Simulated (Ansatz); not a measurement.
# RbSnBi: relaxing a made-up structure

Starting from a made-up structure for RbSnBi, the aim is the relaxed cell, its shortest contacts and, where a second run follows, its electronic structure.

Main program and level: Ansatz 0.2.0; DFT, r2SCAN, plane-wave PAW, files of the set soft_1, scalar-relativistic, no spin, cell and ions relaxed at zero pressure; PAW set soft_1, in the first sound run; inputs show where later runs differ.

### Step 1. Set-up

Symmetry: P6_3/mmc, No. 194, hexagonal system. Conventional cell: a = 5.794 Å, b = 5.794 Å, c = 8.705 Å, α = 90.00°, β = 90.00°, γ = 120.00°. Bi has 6 Sn at 3.99 Å and 6 Rb at 3.99 Å nearest. Nearest to Sn lie 3 Rb at 3.35 Å. Nearest to Rb lie 3 Sn at 3.35 Å and 6 Bi at 3.99 Å. Farther neighbours are not listed.

As a file:

```cif
data_structure
_symmetry_space_group_name_H-M 'P 1'
_symmetry_Int_Tables_number 1
_cell_length_a 5.7940
_cell_length_b 5.7940
_cell_length_c 8.7050
_cell_angle_alpha 90.000
_cell_angle_beta 90.000
_cell_angle_gamma 120.000
_cell_volume 253.08
loop_
_atom_site_label
_atom_site_type_symbol
_atom_site_fract_x
_atom_site_fract_y
_atom_site_fract_z
_atom_site_occupancy
Bi1 Bi 0.00000 0.00000 0.00000 1
Bi2 Bi 0.00000 0.00000 0.50000 1
Sn3 Sn 0.33333 0.66667 0.25000 1
Sn4 Sn 0.66667 0.33333 0.75000 1
Rb5 Rb 0.33333 0.66667 0.75000 1
Rb6 Rb 0.66667 0.33333 0.25000 1
```

### Step 2. Relaxation of the guess

The guessed cell has no reason to be at equilibrium. It is relaxed with the atoms, within the space group of the guess.

input.yaml reads:

```yaml
crystal:
  lattice:
    - [5.794, 0.0, 0.0]
    - [-2.897, 5.01775119, 0.0]
    - [0.0, 0.0, 8.705]
  atoms:
    - { symbol: Bi, position: [0.0, 0.0, 0.0] }
    - { symbol: Bi, position: [0.0, 0.0, 0.5] }
    - { symbol: Sn, position: [0.333333333, 0.666666667, 0.25] }
    - { symbol: Sn, position: [0.666666667, 0.333333333, 0.75] }
    - { symbol: Rb, position: [0.333333333, 0.666666667, 0.75] }
    - { symbol: Rb, position: [0.666666667, 0.333333333, 0.25] }
kpoints:
  mp_grid: { grid: [6, 6, 3] }
scf:
  occupations: { method: fermi_dirac, width: 0.05 }
hamiltonian:
  xc: r2scan
  pseudopotentials: { kind: paw, azcp: { folder: soft_1 } }
relax:
  f_tol: 0.015
  max_steps: 70
  cell: {}
output:
  forces: true
  stress: true
```

On the command line:

```console
> ansatz run input.yaml --threads 4 --pin off --max-ram 10240MiB --backend cpu --events-out ev --progress --plain --runs-dir out
```

Numbers of over 12 decimals in the logs are rounded to 6 here.

The log of the run:

```text
Engine: ansatz 0.2.0, aarch64-unknown-linux-gnu
Pseudopotentials: kind: paw
Pseudopotential: Bi, paw, valence charge 15, recommended cutoff 500 eV (meta_gga), soft_1/Bi.paw.azcp
Pseudopotential: Sn, paw, valence charge 14, recommended cutoff 500 eV (meta_gga), soft_1/Sn.paw.azcp
Pseudopotential: Rb, paw, valence charge 9, recommended cutoff 500 eV (meta_gga), soft_1/Rb.paw.azcp
Functional definition: r2SCAN
  parameter k0 = 0.174
  parameter k1 = 0.065
  parameter a1 = 4.9479
  exchange = r2scan_x(k0 = k0, k1 = k1, a1 = a1)
  correlation = r2scan_c
Crystal: 6 atoms, lattice volume = 253.079 Å³
Basis set: ecut = 500 eV, 6379 PW (Γ), exchange–correlation on 180×180×256 points (64 copies of the dense FFT grid, shifted against one another)
Bands: 46, of which v1, the nominal top of the filled ones, is band 38 counted from 1 (37 counted from 0)
Symmetry: 24 space group operations
Space group: P63/mmc (ITA 194), of the structure as read, at distance tolerance 6.3e-5 Å
k-points: 14 of 108
Non-local potential: Bi, projectors of the file, l = 0: 2, l = 1: 2, l = 2: 2, l = 3: 1
Non-local potential: Sn, projectors of the file, l = 0: 2, l = 1: 2, l = 2: 2, l = 3: 1
Non-local potential: Rb, projectors of the file, l = 0: 3, l = 1: 2, l = 2: 2
PAW form: soft (Blöchl's): semilocal exchange-correlation on the pseudo side does not see the compensation charge
PAW frozen core: Bi, regenerated for the run's functional (the file was generated under x = pbe(κ = 0.804, μ = 0.219515), c = pbe(β = 0.066725))
PAW frozen core: Sn, regenerated for the run's functional (the file was generated under x = pbe(κ = 0.804, μ = 0.219515), c = pbe(β = 0.066725))
PAW frozen core: Rb, regenerated for the run's functional (the file was generated under x = pbe(κ = 0.804, μ = 0.219515), c = pbe(β = 0.066725))
PAW one-centre angular grid: Bi, 590 points (default); XC on 160 Gauss nodes
PAW one-centre angular grid: Sn, 590 points (default); XC on 160 Gauss nodes
PAW one-centre angular grid: Rb, 302 points (default); XC on 160 Gauss nodes
Initial density: superposition of atomic densities (chi_scale 0.1, normalization cell, long waves kept (reshape's long-wave potential 0.00 eV rms))
Initial wavefunctions: pseudopotential atomic-orbital guess
Functional: x = r2scan, c = r2scan; τ floored in thin density (d = 2e-4 eV/Å³)
SCF iter   1: F=—  HF=-43459.311010 eV  |F-HF|=—  |Δ(HF+E_count)|=         —  Δρ=2.07e-2  dr2=2.69e0  dr2_τ=3.45e-2  ethr=3.10e-3  ⟨swp⟩=9.3  Hψ=2821  notcnv=0
preconditioner: auto → Kerker (q_TF=auto, 2.233 Å⁻¹)  [metal: Δε(μ)=0.039 eV  Ē_g=6.124 eV  σ=0.050 eV  W_gap=0.19  n_scr=42 (ndim 8)  ℏωp=10.4 eV  f_vac=0.000  D(μ)=6.08/eV (n_scr^D=34)]
SCF iter   2: F=—  HF=-43458.770786 eV  |F-HF|=—  |Δ(HF+E_count)|=   5.40e-1  Δρ=1.29e-2  dr2=1.11e0  dr2_τ=4.64e-3  ethr=3.10e-3  ⟨swp⟩=3.0  Hψ=896  notcnv=0  defer=12
SCF iter   3: F=—  HF=-43458.372439 eV  |F-HF|=—  |Δ(HF+E_count)|=   3.98e-1  Δρ=3.66e-3  dr2=9.06e-2  dr2_τ=1.54e-3  ethr=1.46e-3  ⟨swp⟩=3.2  Hψ=1066  notcnv=0  defer=12
SCF iter   4: F=—  HF=-43458.348869 eV  |F-HF|=—  |Δ(HF+E_count)|=   2.36e-2  Δρ=1.32e-3  dr2=8.90e-3  dr2_τ=2.84e-4  ethr=1.19e-4  ⟨swp⟩=3.4  Hψ=1149  notcnv=0  defer=12
SCF iter   5: F=—  HF=-43458.350117 eV  |F-HF|=—  |Δ(HF+E_count)|=   1.25e-3  Δρ=4.12e-4  dr2=9.76e-4  dr2_τ=1.84e-5  ethr=1.17e-5  ⟨swp⟩=2.0  Hψ=1228  notcnv=0  defer=12
SCF iter   6: F=—  HF=-43458.350439 eV  |F-HF|=—  |Δ(HF+E_count)|=   3.22e-4  Δρ=1.50e-4  dr2=7.75e-5  dr2_τ=1.83e-6  ethr=1.28e-6  ⟨swp⟩=2.1  Hψ=1009  notcnv=0  defer=12
SCF iter   7: F=—  HF=-43458.350508 eV  |F-HF|=—  |Δ(HF+E_count)|=   6.91e-5  Δρ=4.90e-5  dr2=8.35e-6  dr2_τ=1.61e-7  ethr=1.02e-7  ⟨swp⟩=2.0  Hψ=1012  notcnv=0  defer=12
SCF iter   8: F=—  HF=-43458.350518 eV  |F-HF|=—  |Δ(HF+E_count)|=   9.48e-6  Δρ=1.37e-5  dr2=6.47e-7  dr2_τ=1.19e-8  ethr=1.10e-8  ⟨swp⟩=2.0  Hψ=1005  notcnv=0  defer=12
SCF iter   9: F=-43458.350519 eV  HF=-43458.350519 eV  |F-HF|=3.79e-8  |Δ(HF+E_count)|=   7.93e-7  Δρ=3.79e-6  dr2=7.50e-8  dr2_τ=6.19e-10  ethr=1.32e-10  ⟨swp⟩=6.0  Hψ=2593  notcnv=0
SCF 1 converged in 9 iterations: F = -43458.350519 eV  dr2 = 7.50e-8
  greatest PAW one-centre occupation: 0.990 electrons in one spin orbital (limit 2), on the Sn atom at site 3 (counted from 0), in its partial waves of l = 2
relax step   1: F+E_penalty+E_count = -43458.35051862 eV  Δ(F+E_penalty+E_count) = +0.000e0 eV  max|allowed force component| = 7.710e-17 eV/Å  Δτ_max = 0.0000 Å  P = -2.821 GPa  Ω = 253.079 Å³  (9 SCF iters, dr2 threshold 1.00e-7 eV, accepted)
Crystal: 6 atoms, lattice volume = 237.381 Å³
Basis set: ecut = 500 eV, 6067 PW (Γ), exchange–correlation on 180×180×256 points (64 copies of the dense FFT grid, shifted against one another)
Initial density: handed on by an earlier stage of this run
Initial wavefunctions: those handed on with the density
iter 1 solved again at ethr=3.79e-5 eV; its pass at ethr=3.10e-3 eV (dr2=2.88e-2 eV) is discarded
SCF iter   1: F=—  HF=-43458.629515 eV  |F-HF|=—  |Δ(HF+E_count)|=         —  Δρ=1.71e-3  dr2=2.76e-2  dr2_τ=7.12e-2  ethr=3.79e-5  ⟨swp⟩=1.9  Hψ=3765  notcnv=0
preconditioner: auto → Kerker (q_TF=auto, 2.257 Å⁻¹)  [metal: Δε(μ)=0.016 eV  Ē_g=9.433 eV  σ=0.050 eV  W_gap=0.08  n_scr=40 (ndim 8)  ℏωp=13.6 eV  f_vac=0.000  D(μ)=3.72/eV (n_scr^D=22)]
SCF iter   2: F=—  HF=-43458.762916 eV  |F-HF|=—  |Δ(HF+E_count)|=   1.33e-1  Δρ=8.52e-4  dr2=4.69e-3  dr2_τ=1.21e-4  ethr=3.63e-5  ⟨swp⟩=2.9  Hψ=1307  notcnv=0
SCF iter   3: F=—  HF=-43458.762402 eV  |F-HF|=—  |Δ(HF+E_count)|=   5.14e-4  Δρ=4.12e-4  dr2=1.23e-3  dr2_τ=5.80e-6  ethr=6.18e-6  ⟨swp⟩=2.0  Hψ=713  notcnv=0
SCF iter   4: F=—  HF=-43458.762177 eV  |F-HF|=—  |Δ(HF+E_count)|=   2.25e-4  Δρ=1.49e-4  dr2=1.29e-4  dr2_τ=2.88e-6  ethr=1.61e-6  ⟨swp⟩=2.0  Hψ=819  notcnv=0
SCF iter   5: F=—  HF=-43458.762154 eV  |F-HF|=—  |Δ(HF+E_count)|=   2.30e-5  Δρ=6.31e-5  dr2=1.94e-5  dr2_τ=3.82e-7  ethr=1.70e-7  ⟨swp⟩=2.0  Hψ=1012  notcnv=0
SCF iter   6: F=—  HF=-43458.762159 eV  |F-HF|=—  |Δ(HF+E_count)|=   5.22e-6  Δρ=1.84e-5  dr2=1.37e-6  dr2_τ=9.25e-8  ethr=2.55e-8  ⟨swp⟩=2.0  Hψ=959  notcnv=0
SCF iter   7: F=-43458.762160 eV  HF=-43458.762160 eV  |F-HF|=7.88e-8  |Δ(HF+E_count)|=   1.05e-6  Δρ=7.70e-6  dr2=2.69e-7  dr2_τ=3.76e-9  ethr=7.89e-10  ⟨swp⟩=5.0  Hψ=2536  notcnv=0
SCF 2 converged in 7 iterations: F = -43458.762160 eV  dr2 = 2.69e-7
relax step   2: F+E_penalty+E_count = -43458.76216020 eV  Δ(F+E_penalty+E_count) = -4.116e-1 eV  max|allowed force component| = 3.701e-17 eV/Å  Δτ_max = 0.0000 Å  P = -2.233 GPa  Ω = 237.381 Å³  energy of the carried Pulay correction = +7.434e-4 eV  (7 SCF iters, dr2 threshold 6.00e-7 eV, accepted)
Crystal: 6 atoms, lattice volume = 222.455 Å³
Basis set: ecut = 500 eV, 5681 PW (Γ), exchange–correlation on 180×180×256 points (64 copies of the dense FFT grid, shifted against one another)
iter 1 solved again at ethr=4.48e-5 eV; its pass at ethr=3.10e-3 eV (dr2=3.40e-2 eV) is discarded
SCF iter   1: F=—  HF=-43458.929051 eV  |F-HF|=—  |Δ(HF+E_count)|=         —  Δρ=1.91e-3  dr2=3.33e-2  dr2_τ=7.62e-2  ethr=4.48e-5  ⟨swp⟩=2.1  Hψ=3758  notcnv=0
preconditioner: auto → Kerker (q_TF=auto, 2.281 Å⁻¹)  [metal: Δε(μ)=0.033 eV  Ē_g=9.577 eV  σ=0.050 eV  W_gap=0.16  n_scr=40 (ndim 8)  ℏωp=14.1 eV  f_vac=0.000  D(μ)=3.46/eV (n_scr^D=22)]
SCF iter   2: F=—  HF=-43459.075882 eV  |F-HF|=—  |Δ(HF+E_count)|=   1.47e-1  Δρ=1.01e-3  dr2=7.31e-3  dr2_τ=1.15e-4  ethr=4.38e-5  ⟨swp⟩=2.9  Hψ=1304  notcnv=0
SCF iter   3: F=—  HF=-43459.074933 eV  |F-HF|=—  |Δ(HF+E_count)|=   9.49e-4  Δρ=3.94e-4  dr2=1.22e-3  dr2_τ=7.84e-6  ethr=9.62e-6  ⟨swp⟩=2.0  Hψ=724  notcnv=0
SCF iter   4: F=—  HF=-43459.074841 eV  |F-HF|=—  |Δ(HF+E_count)|=   9.21e-5  Δρ=1.65e-4  dr2=1.44e-4  dr2_τ=2.95e-6  ethr=1.61e-6  ⟨swp⟩=2.0  Hψ=809  notcnv=0
SCF iter   5: F=—  HF=-43459.074846 eV  |F-HF|=—  |Δ(HF+E_count)|=   5.04e-6  Δρ=6.46e-5  dr2=1.81e-5  dr2_τ=4.29e-7  ethr=1.90e-7  ⟨swp⟩=2.4  Hψ=1036  notcnv=0
SCF iter   6: F=—  HF=-43459.074853 eV  |F-HF|=—  |Δ(HF+E_count)|=   6.53e-6  Δρ=1.71e-5  dr2=7.72e-7  dr2_τ=6.90e-8  ethr=2.38e-8  ⟨swp⟩=2.3  Hψ=966  notcnv=0
SCF iter   7: F=-43459.074854 eV  HF=-43459.074854 eV  |F-HF|=1.04e-7  |Δ(HF+E_count)|=   9.75e-7  Δρ=6.90e-6  dr2=1.57e-7  dr2_τ=2.65e-9  ethr=7.89e-10  ⟨swp⟩=5.0  Hψ=2531  notcnv=0
SCF 3 converged in 7 iterations: F = -43459.074854 eV  dr2 = 1.57e-7
relax step   3: F+E_penalty+E_count = -43459.07485365 eV  Δ(F+E_penalty+E_count) = -3.127e-1 eV  max|allowed force component| = 7.556e-17 eV/Å  Δτ_max = 0.0000 Å  P = -1.304 GPa  Ω = 222.455 Å³  energy of the carried Pulay correction = +1.498e-3 eV  (7 SCF iters, dr2 threshold 6.00e-7 eV, accepted)
[...]
relax step   4: F+E_penalty+E_count = -43459.23043040 eV  Δ(F+E_penalty+E_count) = -1.556e-1 eV  max|allowed force component| = 1.742e-16 eV/Å  Δτ_max = 0.0000 Å  P = -0.153 GPa  Ω = 210.597 Å³  energy of the carried Pulay correction = +2.124e-3 eV  (7 SCF iters, dr2 threshold 6.00e-7 eV, accepted)
[...]
relax step   5: F+E_penalty+E_count = -43459.24082206 eV  Δ(F+E_penalty+E_count) = -1.039e-2 eV  max|allowed force component| = 8.018e-17 eV/Å  Δτ_max = 0.0000 Å  P = +0.108 GPa  Ω = 208.478 Å³  energy of the carried Pulay correction = +2.231e-3 eV  (6 SCF iters, dr2 threshold 6.00e-7 eV, accepted)
[...]
relax step   6: F+E_penalty+E_count = -43459.24100792 eV  Δ(F+E_penalty+E_count) = -1.859e-4 eV  max|allowed force component| = 9.637e-17 eV/Å  Δτ_max = 0.0000 Å  P = -0.043 GPa  Ω = 209.679 Å³  energy of the carried Pulay correction = +2.162e-3 eV  (6 SCF iters, dr2 threshold 4.45e-8 eV, accepted)
Basis set: ecut = 500 eV, 5295 PW (Γ), exchange–correlation on 180×180×216 points (64 copies of the dense FFT grid, shifted against one another)
Initial wavefunctions: pseudopotential atomic-orbital guess (no wavefunctions were taken with the density)
iter 1 solved again at ethr=3.48e-7 eV; its pass at ethr=3.10e-3 eV (dr2=2.65e-4 eV) is discarded
SCF iter   1: F=—  HF=-43459.239272 eV  |F-HF|=—  |Δ(HF+E_count)|=         —  Δρ=1.22e-4  dr2=2.52e-6  dr2_τ=2.49e-5  ethr=3.48e-7  ⟨swp⟩=3.4  Hψ=4698  notcnv=0
preconditioner: auto → Kerker (q_TF=auto, 2.304 Å⁻¹)  [metal: Δε(μ)=0.070 eV  Ē_g=9.644 eV  σ=0.050 eV  W_gap=0.34  n_scr=40 (ndim 8)  ℏωp=14.5 eV  f_vac=0.000  D(μ)=4.53/eV (n_scr^D=22)]
SCF iter   2: F=—  HF=-43459.239296 eV  |F-HF|=—  |Δ(HF+E_count)|=   2.45e-5  Δρ=6.39e-5  dr2=7.27e-7  dr2_τ=1.27e-6  ethr=3.31e-9  ⟨swp⟩=2.0  Hψ=1179  notcnv=0
SCF iter   3: F=—  HF=-43459.239302 eV  |F-HF|=—  |Δ(HF+E_count)|=   5.84e-6  Δρ=4.33e-6  dr2=3.84e-8  dr2_τ=2.92e-9  ethr=9.57e-10  ⟨swp⟩=2.0  Hψ=1180  notcnv=0
SCF iter   4: F=—  HF=-43459.239302 eV  |F-HF|=—  |Δ(HF+E_count)|=   4.41e-9  Δρ=1.75e-6  dr2=4.40e-9  dr2_τ=2.16e-9  ethr=5.05e-11  ⟨swp⟩=2.0  Hψ=1181  notcnv=0
SCF iter   5: F=—  HF=-43459.239302 eV  |F-HF|=—  |Δ(HF+E_count)|=   4.61e-9  Δρ=5.64e-7  dr2=1.57e-9  dr2_τ=2.69e-11  ethr=5.78e-12  ⟨swp⟩=2.0  Hψ=1179  notcnv=0
SCF iter   6: F=—  HF=-43459.239302 eV  |F-HF|=—  |Δ(HF+E_count)|=  1.75e-10  Δρ=1.81e-7  dr2=1.71e-10  dr2_τ=4.61e-12  ethr=2.07e-12  ⟨swp⟩=2.0  Hψ=785  notcnv=0
SCF iter   7: F=-43459.239302 eV  HF=-43459.239302 eV  |F-HF|=7.28e-12  |Δ(HF+E_count)|=    0.00e0  Δρ=7.09e-8  dr2=1.14e-11  dr2_τ=5.74e-13  ethr=1.00e-12  ⟨swp⟩=5.0  Hψ=2538  notcnv=0
SCF 7 converged in 7 iterations: F = -43459.239302 eV  dr2 = 1.14e-11
relax step   7: F+E_penalty+E_count = -43459.23930206 eV  Δ(F+E_penalty+E_count) = +1.706e-3 eV  max|allowed force component| = 1.002e-16 eV/Å  Δτ_max = 0.0000 Å  P = -0.044 GPa  Ω = 209.679 Å³  stress off target by 4.96e-2 GPa  SCF on the basis re-selected at this cell (its energy is not comparable with the rows above)  (7 SCF iters)
basis re-selected at this cell: Δ(F+E_penalty+E_count) = +1.706e-3 eV, ΔP = -0.001 GPa vs the last step (what re-selecting the basis moved, of the pressure what is left beyond the Pulay correction that the steps carried, after the strain that the cell walked since its last selection, with what the two solves' SCF thresholds leave and, on support functions, any second-order correction that the steps lacked; it is no measure of the basis error at this ecutwfc). The dense FFT grid was sized anew with the basis: this SCF ran on 45×45×54 points, the steps before it on 45×45×64, so part of this shift can come from that change (see relax.cell in the input reference). [rest of the remark cut]
SCF converged after 7 iterations
Free energy (F): -43459.239302 eV
Harris-Foulkes:  -43459.239302 eV  (|F-HF|=7.28e-12)
Internal energy: -43459.202338 eV  (E = F + TS)
E sigma→0 (E₀):  -43459.220820 eV
Entropy (-TS):   -0.036964 eV (-6.161 meV/atom)
Fermi energy:    7.989147 eV
--- Per-component energies (eV) ---
  E_band       = -649.540107
  E_kinetic    = 1200.632927
  E_local      = -6107.337864  (includes V_loc(G=0)·N_el)
  E_nonlocal   = 1478.947985
  E_hartree    = 2410.908075
  E_xc         = -744.616869
  E_vxc        = -732.432838  (∫ρ·V_xc dr)
  E_paw        = -35443.468074  (= ΣΔE_a)
  E_vpaw       = -1356.357359  (= ΣTr[D̂ρ^β])
  E_aug_tail   = 0.000451  (compensation charges beyond the density's cutoff)
  E_vtau       = 45.190512  (kinetic-family band-sum trace: ∫τ·v_τ [+ j·A + Jᵃ·Aᵃ] dr)
  E_ewald      = -6257.196479
  E_core_change = 2.927510  (= ΣΔE_core)
  E_smearing   = -0.036964  (= −TS)
  E_closure    = -0.000000  (closes the sum)
  Σ components = -43459.239302   (vs F -43459.239302, Δ=0.00e0)
--- Forces (eV/Å), atoms counted from 1 ---
  atom   1  Bi    -0.00000000     0.00000000     0.00000000
  atom   2  Bi     0.00000000     0.00000000     0.00000000
  atom   3  Sn     0.00000000    -0.00000000     0.00000000
  atom   4  Sn     0.00000000     0.00000000     0.00000000
  atom   5  Rb     0.00000000    -0.00000000     0.00000000
  atom   6  Rb     0.00000000     0.00000000     0.00000000
  max |Σ_I F_I| component: 5.55e-17 eV/Å
--- Stress (GPa, compression-positive) ---
       -0.049617       0.000000       0.000000
        0.000000      -0.049617       0.000000
        0.000000       0.000000      -0.033152
  P = ⅓ Tr σ = -0.0441 GPa (-0.441 kbar)
--- Relaxed structure (6 steps of the walk, 6 accepted, 1 SCFs on fresh bases) ---
  F+E_penalty+E_count = -43459.23930206 eV   max|allowed force component| = 1.002e-16 eV/Å   (the final SCF, on the basis selected at the relaxed cell)
  cell:  # Å, volume = 209.6792 Å³
    - [5.765045, 0.0, 0.0]
    - [-2.882522, 4.992675, 0.0]
    - [0.0, 0.0, 7.284828]
  atoms:
    - { symbol: Bi, position: [0, 0, 0] }
    - { symbol: Bi, position: [0, 0, 0.500000] }
    - { symbol: Sn, position: [0.333333, 0.666667, 0.250000] }
    - { symbol: Sn, position: [0.666667, 0.333333, 0.750000] }
    - { symbol: Rb, position: [0.333333, 0.666667, 0.750000] }
    - { symbol: Rb, position: [0.666667, 0.333333, 0.250000] }
```

Wall time 33 s (4 threads of Arm Neoverse V1, shared host); peak memory 1.3 GiB; 2.1 min of CPU time.

Step by step:

| step | energy less that of the first step (eV) | largest force component (eV/Å) | pressure (GPa) | volume (Å³) |
| --- | --- | --- | --- | --- |
| 1 | 0.0000 | 0.0000 | -2.82 | 253.08 |
| 2 | -0.4116 | 0.0000 | -2.23 | 237.38 |
| 3 | -0.7243 | 0.0000 | -1.30 | 222.46 |
| 4 | -0.8799 | 0.0000 | -0.15 | 210.60 |
| 5 | -0.8903 | 0.0000 | 0.11 | 208.48 |
| 6 | -0.8905 | 0.0000 | -0.04 | 209.68 |
| 7* | -0.8888 | 0.0000 | -0.04 | 209.68 |

Relaxation steps marked * repeat the geometry before them on a plane-wave basis chosen anew for their cell, so energy and pressure can jump there.

The run keeps the 24 symmetry operations that it works with, so distortions that break them were not tested.

| cell as run | before | after | change |
| --- | --- | --- | --- |
| a (Å) | 5.794 | 5.765 | -0.5 % |
| b (Å) | 5.794 | 5.765 | -0.5 % |
| c (Å) | 8.705 | 7.285 | -16.3 % |
| volume (Å³/atom) | 42.18 | 34.95 | -17.1 % |

Final coordinates:

```cif
data_structure
_symmetry_space_group_name_H-M 'P 1'
_symmetry_Int_Tables_number 1
_cell_length_a 5.7650
_cell_length_b 5.7650
_cell_length_c 7.2848
_cell_angle_alpha 90.000
_cell_angle_beta 90.000
_cell_angle_gamma 120.000
_cell_volume 209.68
loop_
_atom_site_label
_atom_site_type_symbol
_atom_site_fract_x
_atom_site_fract_y
_atom_site_fract_z
_atom_site_occupancy
Bi1 Bi 0.00000 0.00000 0.00000 1
Bi2 Bi 0.00000 0.00000 0.50000 1
Sn3 Sn 0.33333 0.66667 0.25000 1
Sn4 Sn 0.66667 0.33333 0.75000 1
Rb5 Rb 0.33333 0.66667 0.75000 1
Rb6 Rb 0.66667 0.33333 0.25000 1
```

This step gave:

```yaml
free_energy: -43459.2393 eV
energy_at_zero_smearing: -43459.2208 eV
smearing_term_ts: 0.03696 eV
fermi_energy: 7.989 eV
electrons: 76
symmetry_operations: 24
pressure: -0.04413 GPa
```

The shortest distance of each pair, which need not be the same contact before and after:

| pair | guess (Å) | relaxed (Å) |
| --- | --- | --- |
| Rb–Sn | 3.345 | 3.328 |
| Bi–Bi | 4.353 | 3.642 |
| Bi–Sn | 3.991 | 3.794 |
| Bi–Rb | 3.991 | 3.794 |
| Sn–Sn | 5.489 | 4.934 |

The relaxation ends with a pressure of -0.04 GPa.

(Part 1 of 2 ends here.)

[Logs are printed without paths, hosts, clocks, repeated set-up lines and the standing remarks that a program may print on its own settings, such as how far it seeks lower states.]

[Hosts, paths, dates, database ids (printed as entryN), source tags and the programs' standing remarks are cut or masked in the printed files.]
